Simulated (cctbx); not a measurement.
# Ce3Ir2 with cctbx, script by script

Library: cctbx 2025.11. The data are simulated by the first script.

## 1. Simulate the data

run.py:

```python
from cctbx import adptbx, crystal, miller, sgtbx, xray
from cctbx.array_family import flex
from iotbx.shelx import hklf
from scitbx import matrix
import scitbx.random

cs = crystal.symmetry(unit_cell=(13.583, 3.824, 9.864, 90, 105.59, 90), space_group_symbol='Hall: -C 2y')  # C2/m
atoms = [  # label, site, U (iso, or U11 U22 U33 U12 U13 U23 in A^2), occupancy
    ("Ir1", (0.7622, 0, 0.7722), (0.0180, 0.0207, 0.0206, 0.0000, 0.0015, 0.0000), 1),
    ("Ir2", (0.9665, 0, 0.8592), (0.0126, 0.0127, 0.0130, 0.0000, 0.0035, 0.0000), 1),
    ("Ce1", (0.5931, 0.5, 0.6668), (0.0165, 0.0167, 0.0173, 0.0000, 0.0055, 0.0000), 1),
    ("Ce2", (0.6426, 0, 0.3713), (0.0149, 0.0148, 0.0152, 0.0000, 0.0042, 0.0000), 1),
    ("Ce3", (0.6356, 0, 0.9999), (0.0355, 0.0306, 0.0178, 0.0000, 0.0068, 0.0000), 1),
]
xs = xray.structure(crystal_symmetry=cs)
for label, site, u, occ in atoms:
    u = adptbx.u_cif_as_u_star(cs.unit_cell(), u) if isinstance(u, tuple) else u
    xs.add_scatterer(xray.scatterer(label, site=site, u=u, occupancy=occ))
xs.set_inelastic_form_factors(0.71073, "sasaki")
xs.show_summary()
p1 = xs.expand_to_p1()
ms = miller.build_set(p1, anomalous_flag=True, d_min=0.65)
flex.set_random_seed(216888)
scitbx.random.set_random_seed(216888)
ms = ms.select(flex.random_double(ms.size()) < 0.5)
i = ms.structure_factors_from_scatterers(p1, algorithm="direct").f_calc().as_intensity_array().data()
i = i * 70000 / flex.max(i)
sig = flex.sqrt(i + flex.pow2(0.06 * i) + 2 ** 2)
noise = scitbx.random.variate(scitbx.random.normal_distribution())(i.size())
data = ms.array(data=i + sig * noise, sigmas=sig).set_observation_type_xray_intensity()
with open("data.hkl", "w") as f:
    data.export_as_shelx_hklf(f)
print("reflections written:", data.size(), " <I/sigma> = %.1f" % flex.mean(data.data() / data.sigmas()))
for h, a, b in list(data.sort("data"))[:12]:
    print("%4d%4d%4d %9.1f %7.1f" % (h + (a, b)))
```

```console
$ python run.py
```

```text
Number of scatterers: 5
At special positions: 5
Unit cell: (13.583, 3.824, 9.864, 90, 105.59, 90)
Space group: C 1 2/m 1 (No. 12)
reflections written: 3793  <I/sigma> = 6.0
   0   2   0   73867.9  4208.3
   0  -2   0   66539.7  4208.3
   5   1  -1   41803.9  2357.3
   5  -1  -1   37574.8  2357.3
   7  -1  -5   36461.3  1927.3
   4   0   3   36253.8  2489.0
  -6   0   2   35396.7  2223.1
  -1  -1  -2   33792.7  1971.7
  -5   1   1   33781.1  2357.3
  -2   0   4   31920.3  1950.5
   1   1   2   31268.3  1971.7
 -11  -1   3   29753.7  1776.2
```

Run time: 0.3 s on 1 thread of Arm Neoverse V2, on a shared host, peak memory 0.07 GiB.

## 2. Symmetry

run.py:

```python
from cctbx import crystal, sgtbx, statistics
from cctbx.array_family import flex
from iotbx.shelx import hklf

p1 = crystal.symmetry(unit_cell=(13.583, 3.824, 9.864, 90, 105.59, 90), space_group_symbol="P 1")
raw = hklf.reader(file_name="data.hkl").as_miller_arrays(crystal_symmetry=p1, anomalous=True)[0]
print(raw.size(), "reflections to d = %.3f A" % raw.d_min())
isig = raw.data() / raw.sigmas()
print("centring   violations  <I/sigma> of those")
best = "P"
for c in "ABCIRF":
    a = raw.customized_copy(space_group_info=sgtbx.space_group_info("Hall: %s 1" % c)).sys_absent_flags().data()
    m = flex.mean(isig.select(a))
    print("%5s %10d of %5d %8.1f" % (c, (isig.select(a) > 4).count(True), a.count(True), m))
    if (isig.select(a) > 4).count(True) < 0.01 * a.count(True):
        best = c
raw = raw.select(~raw.customized_copy(space_group_info=sgtbx.space_group_info("Hall: %s 1" % best)).sys_absent_flags().data())
isig = raw.data() / raw.sigmas()
rows = []
for s in sgtbx.space_group_symbol_iterator():
    g = sgtbx.space_group(s)
    if g.conventional_centring_type_symbol() != best or not g.is_compatible_unit_cell(p1.unit_cell(), 1e-3, 0.02):
        continue
    rows.append((s, g))
print("Laue class    unique    Rint  (classes that these axes allow; Friedel mates merged)")
rint = {}
for s, g in rows:
    laue = g.build_derived_patterson_group()
    key = laue.type().hall_symbol()
    if key not in rint:
        m = raw.customized_copy(space_group_info=laue.info(), anomalous_flag=False).merge_equivalents()
        rint[key] = m.r_int()
        print("%-14s %6d %7.3f" % (laue.type().lookup_symbol(), m.array().size(), m.r_int()))
floor = min(rint.values())
good = [(s, g) for s, g in rows if rint[g.build_derived_patterson_group().type().hall_symbol()] < 2 * floor + 0.03]
top = max(g.build_derived_patterson_group().order_z() for s, g in good)
print("space group    extra absences  I>4sigma  <I/sigma>")
for s, g in good:
    laue = g.build_derived_patterson_group()
    if laue.order_z() != top:
        continue
    a = raw.customized_copy(space_group_info=g.info()).sys_absent_flags().data()
    a &= ~raw.customized_copy(space_group_info=laue.info()).sys_absent_flags().data()
    bad = (isig.select(a) > 4).count(True)
    if bad <= 0.03 * a.count(True):
        print("%-16s %8d %10d %9s  %s" % (s.universal_hermann_mauguin(), a.count(True), bad, "%.1f" % flex.mean(isig.select(a)) if a.count(True) else "-", "centric" if g.is_centric() else "acentric"))
laue = max(good, key=lambda t: t[1].build_derived_patterson_group().order_z())[1].build_derived_patterson_group()
f = raw.customized_copy(space_group_info=laue.info(), anomalous_flag=False).merge_equivalents().array().eliminate_sys_absent().f_sq_as_f()
f.set_observation_type_xray_amplitude()
bins = max(3, min(8, f.size() // 12))
f.setup_binner(n_bins=bins)
w = statistics.wilson_plot(f, {e: n / laue.order_z() for e, n in {'Ir': 8.0, 'Ce': 12.0}.items()}, e_statistics=True)
print("Wilson B = %.2f A^2   <|E^2-1|> = %.3f (0.968 centric, 0.736 acentric)   E^2>4: %.1f %%" % (w.wilson_b, w.mean_e_sq_minus_1, w.percent_e_sq_gt_2))
print("shell (A)         n   <I/sigma>")
m = raw.customized_copy(space_group_info=laue.info(), anomalous_flag=False).merge_equivalents().array().eliminate_sys_absent()
for b in m.setup_binner(n_bins=bins).range_used():
    sel = m.binner().selection(b)
    print("%5.2f - %4.2f %6d %8.1f" % (min(m.binner().bin_d_range(b)[0] if m.binner().bin_d_range(b)[0] > 0 else 99, 99), m.binner().bin_d_range(b)[1], sel.count(True), flex.mean((m.data() / m.sigmas()).select(sel))))
```

```console
$ python run.py
```

```text
3793 reflections to d = 0.650 A
centring   violations  <I/sigma> of those
    A        901 of  1916      6.3
    B        901 of  1944      6.2
    C          0 of  1898      0.0
    I        854 of  1896      6.1
    R       1124 of  2495      6.0
    F        901 of  2879      4.2
Laue class    unique    Rint  (classes that these axes allow; Friedel mates merged)
C 1 2/m 1         947   0.039
space group    extra absences  I>4sigma  <I/sigma>
C 1 2 1                 0          0         -  acentric
C 1 m 1                 0          0         -  acentric
C 1 2/m 1               0          0         -  centric
Wilson B = 1.34 A^2   <|E^2-1|> = 0.962 (0.968 centric, 0.736 acentric)   E^2>4: 3.7 %
shell (A)         n   <I/sigma>
 9.50 - 1.30    130     17.6
 1.30 - 1.03    126     17.2
 1.03 - 0.90    110     15.4
 0.90 - 0.82    128     17.0
 0.82 - 0.76    111     14.4
 0.76 - 0.72    120     13.7
 0.72 - 0.68    113     13.8
 0.68 - 0.65    109     13.7
```

Time: 0.3 s.

## 3. Patterson map

run.py:

```python
from cctbx import crystal, maptbx
from iotbx.shelx import hklf

cs = crystal.symmetry(unit_cell=(13.583, 3.824, 9.864, 90, 105.59, 90), space_group_symbol='Hall: -C 2y')  # C2/m
raw = hklf.reader(file_name="data.hkl").as_miller_arrays(crystal_symmetry=cs, anomalous=True)[0]
merged = raw.eliminate_sys_absent().merge_equivalents()
fo2 = merged.array().set_observation_type_xray_intensity()
f = fo2.average_bijvoet_mates().f_sq_as_f()
pm = f.patterson_map(symmetry_flags=maptbx.use_space_group_symmetry, sharpening=False, resolution_factor=0.25)
peaks = pm.peak_search(parameters=maptbx.peak_search_parameters(min_distance_sym_equiv=0.4, max_clusters=14)).all()
top = peaks.heights()[0]
print("Patterson group", f.patterson_symmetry().space_group_info())
print("      u       v       w   height  length (A)")
for x, h in zip(peaks.sites(), peaks.heights()):
    y = [t - round(t) for t in x]
    print("%7.3f %7.3f %7.3f %8.1f %8.2f" % (x + (1000 * h / top, cs.unit_cell().length(y))))
```

```console
$ python run.py
```

```text
Patterson group C 1 2/m 1
      u       v       w   height  length (A)
  0.000   0.000   0.000   1000.0     0.00
  0.228   0.500   0.635    466.3     5.67
  0.107   0.500   0.230    362.1     3.03
  0.100   0.500   0.859    359.5     2.91
  0.125   0.000   0.795    304.6     2.97
  0.168   0.500   0.122    290.0     2.98
  0.205   0.000   0.089    264.5     2.69
  0.175   0.500   0.516    219.1     6.18
  0.061   0.000   0.527    206.9     4.95
  0.120   0.000   0.394    181.5     3.79
  0.145   0.000   0.560    174.9     5.22
  0.233   0.500   0.035    156.8     3.63
  0.065   0.000   0.283    145.6     2.69
  0.047   0.500   0.704    129.2     3.69
```

Time: 0.28 s.

## 4. Charge flipping

run.py:

```python
import itertools
from cctbx import crystal, maptbx
from cctbx.array_family import flex
from iotbx.shelx import hklf
from smtbx.ab_initio import charge_flipping as cf

cs = crystal.symmetry(unit_cell=(13.583, 3.824, 9.864, 90, 105.59, 90), space_group_symbol='Hall: -C 2y')  # C2/m
raw = hklf.reader(file_name="data.hkl").as_miller_arrays(crystal_symmetry=cs, anomalous=True)[0]
merged = raw.eliminate_sys_absent().merge_equivalents()
fo2 = merged.array().set_observation_type_xray_intensity()
f = fo2.average_bijvoet_mates().f_sq_as_f().resolution_filter(d_min=0.8)
p1 = f.expand_to_p1()
p1.setup_binner_counting_sorted(reflections_per_bin=max(40, p1.size() // 12))
work = p1.array(data=p1.data() / p1.amplitude_quasi_normalisations().data())
flex.set_random_seed(84509)
it = cf.weak_reflection_improved_iterator(delta=None, weak_reflection_fraction=0.2)
it.start(work, phases=flex.random_double(p1.size()) * 6.2832, f_000=0)
it.delta = 1.1 * it.rho_map.sigma()
print("cycle      R  skewness")
for n, st in enumerate(itertools.islice(it, 300)):
    if n % 25 == 0:
        print("%5d %6.3f %8.2f" % (n, st.r1_factor(), st.rho_map.skewness()))
rho = p1.phase_transfer(it.f_calc).fft_map().apply_volume_scaling()
polish = cf.low_density_elimination_iterator(constant_rho_c=rho.sigma())
polish.start(f_obs=p1, phases=it.f_calc, f_000=0)
for _ in range(8):
    next(polish)
print("origin shift          correlation  skewness")
maps = []
for fc, shift, cc in itertools.islice(cf.f_calc_symmetrisations(f, polish.f_calc, 0), 4):
    m = f.phase_transfer(fc).fft_map(symmetry_flags=maptbx.use_space_group_symmetry, resolution_factor=0.25).apply_sigma_scaling()
    maps.append((m.skewness(), cc, m))
    print("%6.3f %6.3f %6.3f %10.3f %9.2f" % (tuple(shift) + (cc, m.skewness())))
skew, cc, m = max((t for t in maps if t[1] > maps[0][1] - 0.04), key=lambda t: t[0])
print("taken: symmetry correlation %.3f, skewness %.2f" % (cc, skew))
peaks = m.peak_search(parameters=maptbx.peak_search_parameters(min_distance_sym_equiv=0.9, max_clusters=10)).all()
sps = cs.special_position_settings(min_distance_sym_equiv=0.5)
print("peak      x       y       z  mult  height/sigma")
for k, (x, h) in enumerate(zip(peaks.sites(), peaks.heights())):
    ss = sps.site_symmetry(x)
    print("Q%-3d %7.4f %7.4f %7.4f %4d %8.1f" % ((k + 1,) + tuple(t % 1 for t in ss.exact_site()) + (ss.multiplicity(), h)))
```

```console
$ python run.py
```

```text
cycle      R  skewness
    0  0.590     0.21
   25  0.473     2.88
   50  0.487     2.45
   75  0.495     2.53
  100  0.502     2.67
  125  0.479     2.53
  150  0.502     2.47
  175  0.488     2.73
  200  0.487     2.57
  225  0.473     2.46
  250  0.486     2.46
  275  0.482     2.59
origin shift          correlation  skewness
 0.392  0.136  0.284      0.926      3.60
 0.326  0.134  0.387      0.931      3.19
 0.191  0.132  0.206      0.930      3.40
 0.256  0.134  0.107      0.909      3.88
taken: symmetry correlation 0.909, skewness 3.88
peak      x       y       z  mult  height/sigma
Q1    0.2037  0.0000  0.0724    4     16.3
Q2    0.0817  0.0000  0.2946    4      8.0
Q3    0.1843  0.5000  0.5402    4      7.4
Q4    0.0278  0.5000  0.5599    4      7.1
Q5    0.0870  0.5000  0.8440    4      6.4
Q6    0.0322  0.5000  0.9509    4      6.3
Q7    0.1886  0.0000  0.7086    4      4.8
Q8    0.1557  0.5000  0.3724    4      4.3
Q9    0.0683  0.0000  0.1028    4      3.0
Q10   0.0358  0.5000  0.1436    4      2.2
```

Time: 0.39 s.

## 5. Refinement (model from the peaks)

run.py:

```python
import math
from cctbx import adptbx, crystal, maptbx, sgtbx, xray
from cctbx.array_family import flex
from cctbx.xray import observations
from iotbx.shelx import hklf
from scitbx.lstbx import normal_eqns_solving
from smtbx import absolute_structure, utils
from smtbx.refinement import constraints, least_squares

cs = crystal.symmetry(unit_cell=(13.583, 3.824, 9.864, 90, 105.59, 90), space_group_symbol='Hall: -C 2y')  # C2/m
atoms = [  # label, site, U (iso, or U11 U22 U33 U12 U13 U23 in A^2), occupancy
    ("Ir1", (0.2037, 0, 0.0724), 0.0200, 1),
    ("Ir2", (0.0817, 0, 0.2946), 0.0200, 1),
    ("Ce1", (0.1843, 0.5, 0.5402), 0.0200, 1),
    ("Ce2", (0.0278, 0.5, 0.5599), 0.0200, 1),
    ("Ce3", (0.087, 0.5, 0.844), 0.0200, 1),
]
xs = xray.structure(crystal_symmetry=cs)
for label, site, u, occ in atoms:
    u = adptbx.u_cif_as_u_star(cs.unit_cell(), u) if isinstance(u, tuple) else u
    xs.add_scatterer(xray.scatterer(label, site=site, u=u, occupancy=occ))
xs.set_inelastic_form_factors(0.71073, "sasaki")
raw = hklf.reader(file_name="data.hkl").as_miller_arrays(crystal_symmetry=cs, anomalous=True)[0]
merged = raw.eliminate_sys_absent().merge_equivalents()
fo2 = merged.array().set_observation_type_xray_intensity()
print("Rint %.3f, %d unique reflections to %.2f A" % (merged.r_int(), fo2.size(), fo2.d_min()))
for sc in xs.scatterers():
    sc.flags.set_grad_site(True)
    sc.flags.set_grad_u_aniso(sc.flags.use_u_aniso())
    sc.flags.set_grad_u_iso(sc.flags.use_u_iso())
obs = fo2.as_xray_observations()
extra = {}
rep = constraints.reparametrisation(xs, [], utils.connectivity_table(xs), **extra)
ls = least_squares.crystallographic_ls(obs, rep, weighting_scheme=least_squares.mainstream_shelx_weighting(a=0, b=0))
print("cycle     R1     wR2    GooF  max shift (A)")
for cycle in range(6):
    ls.build_up()
    r1, wr2, goof = ls.r1_factor(cutoff_factor=2)[0], ls.wR2(), ls.goof()
    old = xs.sites_cart()
    normal_eqns_solving.levenberg_marquardt_iterations(ls, n_max_iterations=3, tau=0.0001, step_threshold=1e-7)
    big = flex.max((xs.sites_cart() - old).norms())
    print("%4d %7.4f %7.4f %7.3f %9.5f" % (cycle + 1, r1, wr2, goof, big))
    ls.build_up(objective_only=True)
    if abs(ls.wR2() - wr2) < 5e-5 and big < 5e-4:
        break
ls.build_up()
print("final R1 %.4f wR2 %.4f GooF %.3f  parameters %d  data/parameter %.1f" % (ls.r1_factor(cutoff_factor=2)[0], ls.wR2(), ls.goof(), ls.n_parameters, fo2.size() / ls.n_parameters))
cov = ls.covariance_matrix_and_annotations()
su = dict(zip(cov.annotations, (math.sqrt(max(v, 0)) for v in cov.matrix.matrix_packed_u_diagonal())))
a2 = cs.unit_cell().reciprocal_parameters()[0] ** -2
print("atom        x        y        z      Ueq    occ   su(xyz)  su(Uiso or U11)")
for sc in xs.scatterers():
    s = max(su.get(sc.label + k, 0) for k in (".x", ".y", ".z"))
    npd = "" if sc.is_positive_definite_u(cs.unit_cell()) else "  NPD"
    print("%-5s %8.5f %8.5f %8.5f %8.4f %6.3f %8.5f %7.4f%s" % ((sc.label,) + sc.site + (sc.u_iso_or_equiv(cs.unit_cell()), sc.occupancy, s, su.get(sc.label + ".uiso", su.get(sc.label + ".u11", 0) * a2), npd)))
fo = fo2.f_sq_as_f()
fc = fo.structure_factors_from_scatterers(xs, algorithm="direct").f_calc()
diff = fo.f_obs_minus_f_calc(1 / math.sqrt(ls.scale_factor()), fc).average_bijvoet_mates()
m = diff.fft_map(symmetry_flags=maptbx.use_space_group_symmetry, resolution_factor=0.25).apply_volume_scaling()
print("difference map: max %.2f min %.2f rms %.2f" % (m.statistics().max(), m.statistics().min(), m.statistics().sigma()))
peaks = m.peak_search(parameters=maptbx.peak_search_parameters(min_distance_sym_equiv=0.6, max_clusters=5)).all()
near = xs.closest_distances(peaks.sites(), distance_cutoff=4)
sps = cs.special_position_settings(min_distance_sym_equiv=0.5)
for k, (x, h) in enumerate(zip(peaks.sites(), peaks.heights())):
    ss = sps.site_symmetry(x)
    print("Q%-3d %7.4f %7.4f %7.4f %4d %7.2f  %.2f A from %s" % ((k + 1,) + tuple(t % 1 for t in ss.exact_site()) + (ss.multiplicity(), h, near.smallest_distances[k], xs.scatterers()[near.i_seqs[k]].label)))
```

```console
$ python run.py
```

```text
Rint 0.039, 947 unique reflections to 0.65 A
cycle     R1     wR2    GooF  max shift (A)
   1  0.8434  0.9763  16.737   0.13062
   2  0.7874  0.9559  16.388   0.04684
   3  0.7462  0.9319  15.976   0.01701
   4  0.8077  0.9610  16.474   0.01600
   5  0.7618  0.9395  16.106   0.00801
   6  0.7585  0.9379  16.079   0.01104
final R1 0.7562 wR2 0.9366 GooF 16.057  parameters 15  data/parameter 63.1
atom        x        y        z      Ueq    occ   su(xyz)  su(Uiso or U11)
Ir1    0.20714  0.00000  0.07258   0.0001  1.000  0.00173  0.0039
Ir2    0.07541  0.00000  0.30935   0.0027  1.000  0.00236  0.0040
Ce1    0.18326  0.50000  0.53724   0.0001  1.000  0.00271  0.0045
Ce2    0.02518  0.50000  0.55807   0.0001  1.000  0.00250  0.0048
Ce3    0.09159  0.50000  0.83134   0.0001  1.000  0.00252  0.0047
difference map: max 1264.31 min -497.52 rms 81.43
Q1    0.2025  0.0000  0.0704    4 1313.61  0.06 A from Ir1
Q2    0.0770  0.0000  0.3077    4 1155.64  0.03 A from Ir2
Q3    0.0289  0.5000  0.5576    4 1040.40  0.05 A from Ce2
Q4    0.0902  0.5000  0.8313    4  942.03  0.02 A from Ce3
Q5    0.1774  0.5000  0.5320    4  716.44  0.08 A from Ce1
```

Time: 0.76 s.

Figures of merit this high mean that the model is still wrong or incomplete.

## 6. Charge flipping

run.py, as its changes from the last script of this kind:

```diff
@@ -13,3 +13,2 @@
-p1.setup_binner_counting_sorted(reflections_per_bin=max(40, p1.size() // 12))
-work = p1.array(data=p1.data() / p1.amplitude_quasi_normalisations().data())
-flex.set_random_seed(84509)
+work = p1
+flex.set_random_seed(84510)
@@ -20,2 +19,2 @@
-for n, st in enumerate(itertools.islice(it, 300)):
-    if n % 25 == 0:
+for n, st in enumerate(itertools.islice(it, 600)):
+    if n % 50 == 0:
```

```console
$ python run.py
```

```text
cycle      R  skewness
    0  0.610     0.45
   50  0.321     3.47
  100  0.329     3.37
  150  0.312     3.22
  200  0.312     3.34
  250  0.304     3.22
  300  0.317     3.40
  350  0.327     3.33
  400  0.321     3.20
  450  0.317     3.26
  500  0.322     3.37
  550  0.320     3.35
origin shift          correlation  skewness
 0.460  0.095  0.233      0.869      1.80
 0.090  0.096  0.417      0.866      2.00
 0.054  0.088  0.261      0.858      1.70
 0.493  0.096  0.364      0.864      1.57
taken: symmetry correlation 0.866, skewness 2.00
peak      x       y       z  mult  height/sigma
Q1    0.1698  0.0000  0.7654    4      9.9
Q2    0.0523  0.5000  0.8620    4      9.8
Q3    0.1557  0.0000  0.0916    4      5.7
Q4    0.1866  0.5000  0.6495    4      5.5
Q5    0.1079  0.0000  0.2650    4      5.1
Q6    0.2228  0.5000  0.4869    4      4.8
Q7    0.0771  0.5000  0.5463    4      4.6
Q8    0.2326  0.0000  0.0393    4      4.3
Q9    0.0265  0.5000  0.4353    4      4.2
Q10   0.0561  0.0000  0.3867    4      4.1
```

It took 0.47 s on 1 thread of Arm Neoverse V2, on a shared host, peak memory 0.08 GiB.

[Logs are printed without paths, hosts, clocks, repeated set-up lines and the standing remarks that a program may print on its own settings, such as how far it seeks lower states.]
